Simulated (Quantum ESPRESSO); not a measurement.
# The valence band of Al2Pt as photoemission sees it, part 15 of 21

Aim: the valence spectrum of Al2Pt from He I to hard X-rays, and which orbitals make each feature.

Quantum ESPRESSO 7.5; DFT, PBEsol, plane waves, ultrasoft GBRV pseudopotentials, scalar-relativistic (the session's first sound run).

So far. Step 13 (With LDA: bands): Of the bands kept, 3 cross the Fermi level on this path. Step 14 (Another volume: self-consistent run): The run ends at a pressure of 4.61 GPa.

The database entry behind the starting cell differs from later determinations by our own check (0.1 to 0.3 % short, probably kX units), so it need not match the best structure at ambient conditions.

## 16. Projected DOS and spectra

projwfc.x splits the states by atom and shell, which the spectra need, since each shell has its own cross section.

projwfc.in

```
&projwfc
  prefix = 'pes'
  outdir = './tmp'
  filpdos = 'pes'
  ngauss = 0
  degauss = 0.00735
  DeltaE = 0.05
  Emin = -18.35
  Emax = 23.65
/
```

The run is started by

```
$ OMP_NUM_THREADS=1 mpirun -n 4 projwfc.x -nk 4 -in projwfc.in > projwfc.out
```

Output:

```text
[banner, memory and clock lines left out]
Program PROJWFC v.7.5 starts

          URL

     ./tmp/pes.save/

     IMPORTANT: XC functional enforced from input :
     Exchange-correlation= PBESOL
                           (   1   4  10   8   0   0   0)
     Any further DFT definition will be discarded
     Please, verify this is what you really want

     G-vector sticks info

     negative rho (up, down):  1.709E-01 0.000E+00

     Gaussian broadening (read from input): ngauss,degauss=   0    0.007350

     Calling projwave ....

  Problem Sizes
  natomwfc =           20
  nbnd     =           21
  nkstot   =          145
  npwx     =         1458
  nkb      =           36

     Atomic states used for projection
     (read from pseudopotential files):

     state #   1: atom   1 (Pt ), wfc  1 (l=1 m= 1)
     state #   2: atom   1 (Pt ), wfc  1 (l=1 m= 2)
     state #   3: atom   1 (Pt ), wfc  1 (l=1 m= 3)
     state #   4: atom   1 (Pt ), wfc  2 (l=2 m= 1)
     state #   5: atom   1 (Pt ), wfc  2 (l=2 m= 2)
     state #   6: atom   1 (Pt ), wfc  2 (l=2 m= 3)
     state #   7: atom   1 (Pt ), wfc  2 (l=2 m= 4)
     state #   8: atom   1 (Pt ), wfc  2 (l=2 m= 5)
     state #   9: atom   1 (Pt ), wfc  3 (l=0 m= 1)
     state #  10: atom   1 (Pt ), wfc  4 (l=1 m= 1)
     state #  11: atom   1 (Pt ), wfc  4 (l=1 m= 2)
     state #  12: atom   1 (Pt ), wfc  4 (l=1 m= 3)
     state #  13: atom   2 (Al ), wfc  1 (l=0 m= 1)
     state #  14: atom   2 (Al ), wfc  2 (l=1 m= 1)
     state #  15: atom   2 (Al ), wfc  2 (l=1 m= 2)
     state #  16: atom   2 (Al ), wfc  2 (l=1 m= 3)
     state #  17: atom   3 (Al ), wfc  1 (l=0 m= 1)
     state #  18: atom   3 (Al ), wfc  2 (l=1 m= 1)
     state #  19: atom   3 (Al ), wfc  2 (l=1 m= 2)
     state #  20: atom   3 (Al ), wfc  2 (l=1 m= 3)

 k =   0.0000000000  0.0000000000  0.0000000000
==== e(   1) =   -41.64626 eV ====
     psi = 0.331*[#   1]+0.331*[#   2]+0.331*[#   3]
    |psi|^2 = 1.000
==== e(   2) =   -41.64626 eV ====
     psi = 0.331*[#   1]+0.331*[#   2]+0.331*[#   3]
    |psi|^2 = 1.000
==== e(   3) =   -41.64626 eV ====
     psi = 0.331*[#   1]+0.331*[#   2]+0.331*[#   3]
    |psi|^2 = 1.000
==== e(   4) =     1.08313 eV ====
     psi = 0.391*[#   9]+0.301*[#  13]+0.301*[#  17]
    |psi|^2 = 0.992
==== e(   5) =     6.34427 eV ====
     psi = 0.269*[#   5]+0.269*[#   6]+0.269*[#   8]+0.032*[#  14]+0.032*[#  15]
          +0.032*[#  16]+0.032*[#  18]+0.032*[#  19]+0.032*[#  20]
    |psi|^2 = 0.999
==== e(   6) =     6.34427 eV ====
     psi = 0.269*[#   5]+0.269*[#   6]+0.269*[#   8]+0.032*[#  14]+0.032*[#  15]
          +0.032*[#  16]+0.032*[#  18]+0.032*[#  19]+0.032*[#  20]
    |psi|^2 = 0.999
==== e(   7) =     6.34427 eV ====
     psi = 0.269*[#   5]+0.269*[#   6]+0.269*[#   8]+0.032*[#  14]+0.032*[#  15]
          +0.032*[#  16]+0.032*[#  18]+0.032*[#  19]+0.032*[#  20]
    |psi|^2 = 0.999
==== e(   8) =     7.76607 eV ====
     psi = 0.492*[#   4]+0.492*[#   7]
    |psi|^2 = 0.984
==== e(   9) =     7.76607 eV ====
     psi = 0.492*[#   4]+0.492*[#   7]
    |psi|^2 = 0.984
==== e(  10) =    14.85754 eV ====
     psi = 0.491*[#  13]+0.491*[#  17]
    |psi|^2 = 0.983
==== e(  11) =    15.49674 eV ====
     psi = 0.314*[#  10]+0.314*[#  11]+0.314*[#  12]
    |psi|^2 = 0.946
==== e(  12) =    15.49674 eV ====
     psi = 0.314*[#  10]+0.314*[#  11]+0.314*[#  12]
    |psi|^2 = 0.946
==== e(  13) =    15.49674 eV ====
     psi = 0.314*[#  10]+0.314*[#  11]+0.314*[#  12]
    |psi|^2 = 0.946
==== e(  14) =    17.27283 eV ====
     psi = 0.134*[#  14]+0.134*[#  15]+0.134*[#  16]+0.134*[#  18]+0.134*[#  19]
          +0.134*[#  20]+0.064*[#   5]+0.064*[#   6]+0.064*[#   8]
    |psi|^2 = 0.995
==== e(  15) =    17.27283 eV ====
     psi = 0.134*[#  14]+0.134*[#  15]+0.134*[#  16]+0.134*[#  18]+0.134*[#  19]
          +0.134*[#  20]+0.064*[#   5]+0.064*[#   6]+0.064*[#   8]
    |psi|^2 = 0.995
==== e(  16) =    17.27283 eV ====
     psi = 0.134*[#  14]+0.134*[#  15]+0.134*[#  16]+0.134*[#  18]+0.134*[#  19]
          +0.134*[#  20]+0.064*[#   5]+0.064*[#   6]+0.064*[#   8]
    |psi|^2 = 0.995
[...]
psi = 0.161*[#  14]+0.161*[#  15]+0.161*[#  16]+0.161*[#  18]+0.161*[#  19]
          +0.161*[#  20]
[...]
psi = 0.161*[#  14]+0.161*[#  15]+0.161*[#  16]+0.161*[#  18]+0.161*[#  19]
          +0.161*[#  20]
[...]
psi = 0.161*[#  14]+0.161*[#  15]+0.161*[#  16]+0.161*[#  18]+0.161*[#  19]
          +0.161*[#  20]
[...]
psi = 0.278*[#   9]+0.114*[#  13]+0.114*[#  17]
[...]
psi = 0.008*[#   4]+0.008*[#   7]
[...]
k =   0.0441941738  0.0441941738 -0.0441941738
[...]
psi = 0.331*[#   1]+0.331*[#   2]+0.331*[#   3]
[...]
psi = 0.331*[#   1]+0.331*[#   2]+0.331*[#   3]
[...]
psi = 0.331*[#   1]+0.331*[#   2]+0.331*[#   3]
[...]
psi = 0.369*[#   9]+0.283*[#  13]+0.283*[#  17]+0.009*[#  10]+0.009*[#  11]
          +0.009*[#  12]+0.005*[#  14]+0.005*[#  15]+0.005*[#  16]+0.005*[#  18]
          +0.005*[#  19]+0.005*[#  20]
[...]
psi = 0.266*[#   5]+0.266*[#   6]+0.266*[#   8]+0.032*[#  14]+0.032*[#  15]
          +0.032*[#  16]+0.032*[#  18]+0.032*[#  19]+0.032*[#  20]+0.004*[#  13]
          +0.004*[#  17]
[...]
psi = 0.269*[#   5]+0.269*[#   6]+0.269*[#   8]+0.032*[#  14]+0.032*[#  15]
          +0.032*[#  16]+0.032*[#  18]+0.032*[#  19]+0.032*[#  20]
[...]
psi = 0.269*[#   5]+0.269*[#   6]+0.269*[#   8]+0.032*[#  14]+0.032*[#  15]
          +0.032*[#  16]+0.032*[#  18]+0.032*[#  19]+0.032*[#  20]
[...]
psi = 0.490*[#   4]+0.490*[#   7]
[...]
psi = 0.490*[#   4]+0.490*[#   7]
[...]
psi = 0.165*[#  13]+0.165*[#  17]+0.143*[#  10]+0.143*[#  11]+0.143*[#  12]
          +0.031*[#   9]+0.020*[#   5]+0.020*[#   6]+0.020*[#   8]+0.020*[#  14]
          +0.020*[#  15]+0.020*[#  16]+0.020*[#  18]+0.020*[#  19]+0.020*[#  20]

[...]
psi = 0.317*[#  13]+0.317*[#  17]+0.090*[#  10]+0.090*[#  11]+0.090*[#  12]
          +0.022*[#   9]+0.007*[#  14]+0.007*[#  15]+0.007*[#  16]+0.007*[#  18]
          +0.007*[#  19]+0.007*[#  20]
[...]
psi = 0.282*[#  10]+0.282*[#  11]+0.282*[#  12]+0.014*[#  14]+0.014*[#  15]
          +0.014*[#  16]+0.014*[#  18]+0.014*[#  19]+0.014*[#  20]+0.008*[#   5]
          +0.008*[#   6]+0.008*[#   8]
[...]
+0.014*[#  16]+0.014*[#  18]+0.014*[#  19]+0.014*[#  20]+0.008*[#   5]
[...]
+0.001*[#   8]
[...]
+0.018*[#   6]+0.018*[#   8]
[...]
+0.018*[#   6]+0.018*[#   8]
[...]
+0.001*[#  11]+0.001*[#  12]
[...]
+0.003*[#  12]+0.001*[#   1]+0.001*[#   2]+0.001*[#   3]
[...]
+0.003*[#  12]+0.001*[#   1]+0.001*[#   2]+0.001*[#   3]
[...]
+0.043*[#   6]+0.043*[#   8]
[...]
+0.043*[#   6]+0.043*[#   8]
[...]
+0.007*[#  20]+0.004*[#   4]+0.004*[#   7]
[...]
k =   0.1325825215  0.1325825215 -0.1325825215
[...]
+0.001*[#  12]
[...]
+0.001*[#  12]
[...]
+0.030*[#  19]+0.030*[#  20]
[...]
+0.031*[#  20]+0.004*[#  10]+0.004*[#  11]+0.004*[#  12]
[...]
+0.008*[#   7]
[...]
+0.008*[#   7]
[...]
+0.004*[#  20]
[...]
+0.004*[#  20]
[...]
+0.022*[#   6]+0.022*[#   8]
[...]
+0.022*[#   6]+0.022*[#   8]
[...]
+0.008*[#  20]+0.002*[#   4]+0.002*[#   7]
[...]
+0.008*[#  20]+0.002*[#   4]+0.002*[#   7]
[...]
k =   0.1767766953  0.1767766953 -0.1767766953
[...]
+0.032*[#  20]+0.011*[#  10]+0.011*[#  11]+0.011*[#  12]
[...]
+0.021*[#   6]+0.021*[#   8]+0.001*[#   4]+0.001*[#   7]
[...]
+0.021*[#   6]+0.021*[#   8]+0.001*[#   4]+0.001*[#   7]
[...]
+0.015*[#   8]+0.001*[#  10]+0.001*[#  11]+0.001*[#  12]
[...]
k =   0.2209708691  0.2209708691 -0.2209708691
[...]
k =   0.2651650429  0.2651650429 -0.2651650429
[...]
k =   0.3093592168  0.3093592168 -0.3093592168
[...]
k =  -0.3535533906 -0.3535533906  0.3535533906
[...]
+0.062*[#  18]+0.062*[#  19]+0.062*[#  20]
[...]
k =   0.0883883476  0.0000000000  0.0000000000
[...]
psi = 0.331*[#   1]+0.331*[#   2]+0.331*[#   3]
[...]
psi = 0.331*[#   1]+0.331*[#   2]+0.331*[#   3]
[...]
psi = 0.331*[#   1]+0.331*[#   2]+0.331*[#   3]
[...]
+0.002*[#  18]+0.002*[#  19]+0.002*[#  20]
[...]
psi = 0.492*[#   4]+0.492*[#   7]
[...]
psi = 0.285*[#  10]+0.285*[#  11]+0.285*[#  12]+0.089*[#   9]
[...]
psi = 0.007*[#   4]+0.007*[#   7]
[...]
k =   0.1325825215  0.0441941738 -0.0441941738
[...]
psi = 0.331*[#   1]+0.331*[#   2]+0.331*[#   3]
[...]
psi = 0.331*[#   1]+0.331*[#   2]+0.331*[#   3]
[...]
+0.003*[#  18]+0.003*[#  19]+0.003*[#  20]
[...]
psi = 0.490*[#   4]+0.490*[#   7]
[...]
+0.004*[#  18]+0.004*[#  19]+0.004*[#  20]
[...]
k =   0.1767766953  0.0883883476 -0.0883883476
[...]
psi = 0.331*[#   1]+0.331*[#   2]+0.331*[#   3]
[...]
k =   0.2209708691  0.1325825215 -0.1325825215
[...]
+0.001*[#   1]+0.001*[#   2]+0.001*[#   3]
[...]
+0.009*[#  20]+0.001*[#   4]+0.001*[#   7]
[...]
k =   0.2651650429  0.1767766953 -0.1767766953
[...]
+0.002*[#   1]+0.002*[#   2]+0.002*[#   3]
[...]
k =   0.3093592168  0.2209708691 -0.2209708691
[...]
+0.002*[#   1]+0.002*[#   2]+0.002*[#   3]
[...]
+0.002*[#   1]+0.002*[#   2]+0.002*[#   3]
[...]
k =   0.3535533906  0.2651650429 -0.2651650429
[...]
+0.002*[#   1]+0.002*[#   2]+0.002*[#   3]
[...]
k =  -0.3093592168 -0.3977475644  0.3977475644
[...]
k =  -0.2651650429 -0.3535533906  0.3535533906
[...]
+0.007*[#   7]
[...]
k =  -0.2209708691 -0.3093592168  0.3093592168
[...]
+0.003*[#  20]
[...]
[... cut ...]
]+0.072*[#   5]+0.072*[#   6]+0.072*[#   8]
[...]
+0.002*[#   1]+0.002*[#   2]+0.002*[#   3]
[...]
k =  -0.0883883476 -0.4419417382  0.6187184335
[...]
+0.002*[#  20]
[...]
+0.002*[#  17]
[...]
+0.038*[#  12]+0.007*[#   5]+0.007*[#   6]+0.007*[#   8]
[...]
+0.002*[#  17]+0.001*[#   5]+0.001*[#   6]+0.001*[#   8]
[...]
+0.024*[#  17]+0.001*[#   5]+0.001*[#   6]+0.001*[#   8]
[...]
k =  -0.0441941738 -0.3977475644  0.5745242597
[...]
+0.002*[#  20]
[...]
+0.002*[#  20]
[...]
+0.004*[#   7]+0.001*[#   1]+0.001*[#   2]+0.001*[#   3]
[...]
+0.027*[#  20]+0.005*[#   9]
[...]
+0.034*[#  19]+0.034*[#  20]
[...]
+0.004*[#   8]+0.001*[#   1]+0.001*[#   2]+0.001*[#   3]
[...]
+0.013*[#   4]+0.013*[#   7]
[...]
+0.001*[#   4]+0.001*[#   7]
[...]
+0.003*[#   6]+0.003*[#   8]
[...]
+0.005*[#  12]+0.001*[#   5]+0.001*[#   6]+0.001*[#   8]
[...]
==== e(  19) =    23.23964 eV ====
     psi = 0.055*[#  10]+0.055*[#  11]+0.055*[#  12]+0.025*[#  14]+0.025*[#  15]
[...]
|psi|^2 = 0.373
==== e(  20) =    24.48490 eV ====
     psi = 0.052*[#  13]+0.052*[#  17]+0.035*[#  10]+0.035*[#  11]+0.035*[#  12]
          +0.024*[#  14]+0.024*[#  15]+0.024*[#  16]+0.024*[#  18]+0.024*[#  19]
          +0.024*[#  20]+0.001*[#   5]+0.001*[#   6]+0.001*[#   8]
    |psi|^2 = 0.361
==== e(  21) =    25.25314 eV ====
     psi = 0.016*[#  14]+0.016*[#  15]+0.016*[#  16]+0.016*[#  18]+0.016*[#  19]
          +0.016*[#  20]+0.008*[#  10]+0.008*[#  11]+0.008*[#  12]+0.001*[#  13]
          +0.001*[#  17]+0.001*[#   9]
    |psi|^2 = 0.123

 k =   0.0000000000 -0.3535533906  0.5303300859
==== e(   1) =   -41.64899 eV ====
     psi = 0.326*[#   1]+0.326*[#   2]+0.326*[#   3]+0.003*[#  13]+0.003*[#  17]
          +0.002*[#  14]+0.002*[#  15]+0.002*[#  16]+0.002*[#  18]+0.002*[#  19]
          +0.002*[#  20]
    |psi|^2 = 1.000
==== e(   2) =   -41.64853 eV ====
     psi = 0.327*[#   1]+0.327*[#   2]+0.327*[#   3]+0.002*[#  13]+0.002*[#  14]
          +0.002*[#  15]+0.002*[#  16]+0.002*[#  17]+0.002*[#  18]+0.002*[#  19]
          +0.002*[#  20]
    |psi|^2 = 1.000
==== e(   3) =   -41.64736 eV ====
     psi = 0.328*[#   1]+0.328*[#   2]+0.328*[#   3]+0.002*[#  14]+0.002*[#  15]
          +0.002*[#  16]+0.002*[#  18]+0.002*[#  19]+0.002*[#  20]+0.001*[#  10]
          +0.001*[#  11]+0.001*[#  12]
    |psi|^2 = 1.000
==== e(   4) =     4.39105 eV ====
     psi = 0.127*[#   9]+0.113*[#  13]+0.113*[#  17]+0.057*[#  10]+0.057*[#  11]
          +0.057*[#  12]+0.052*[#  14]+0.052*[#  15]+0.052*[#  16]+0.052*[#  18]
          +0.052*[#  19]+0.052*[#  20]+0.050*[#   5]+0.050*[#   6]+0.050*[#   8]
          +0.002*[#   4]+0.002*[#   7]
    |psi|^2 = 0.995
==== e(   5) =     5.48875 eV ====
     psi = 0.164*[#   5]+0.164*[#   6]+0.164*[#   8]+0.132*[#  13]+0.132*[#  17]
          +0.055*[#  10]+0.055*[#  11]+0.055*[#  12]+0.012*[#  14]+0.012*[#  15]
          +0.012*[#  16]+0.012*[#  18]+0.012*[#  19]+0.012*[#  20]
    |psi|^2 = 0.996
==== e(   6) =
```

Run time: 1.4 s. Hardware: 4 MPI ranks of Arm Neoverse V1, shared host.

This step gave:

| Property | Result |
| --- | --- |
| share of occupied states in no projected shell | 0.0052 of the occupied states in the window |
| DOS at the Fermi level | 1.09 states/eV/cell |

Side by side:

```tsv
quantity	this run	base run	difference
DOS at the Fermi level (states/eV/cell)	1.09	1.111	-0.0210
```

(Continued in part 16 of 21.)

[Logs are printed without paths, hosts, clocks, repeated set-up lines and the standing remarks that a program may print on its own settings, such as how far it seeks lower states.]

[Hosts, paths, dates, database ids (printed as entryN), source tags and the programs' standing remarks are cut or masked in the printed files.]

[Maps of the electrostatic potential energy from Ansatz leave out the sawtooth potential of an applied field or a dipole correction, so their vacuum need not be flat; work functions include it.]

[Peak lists hold at most the 14 tallest peaks of each spectrum; further lines can be left out.]
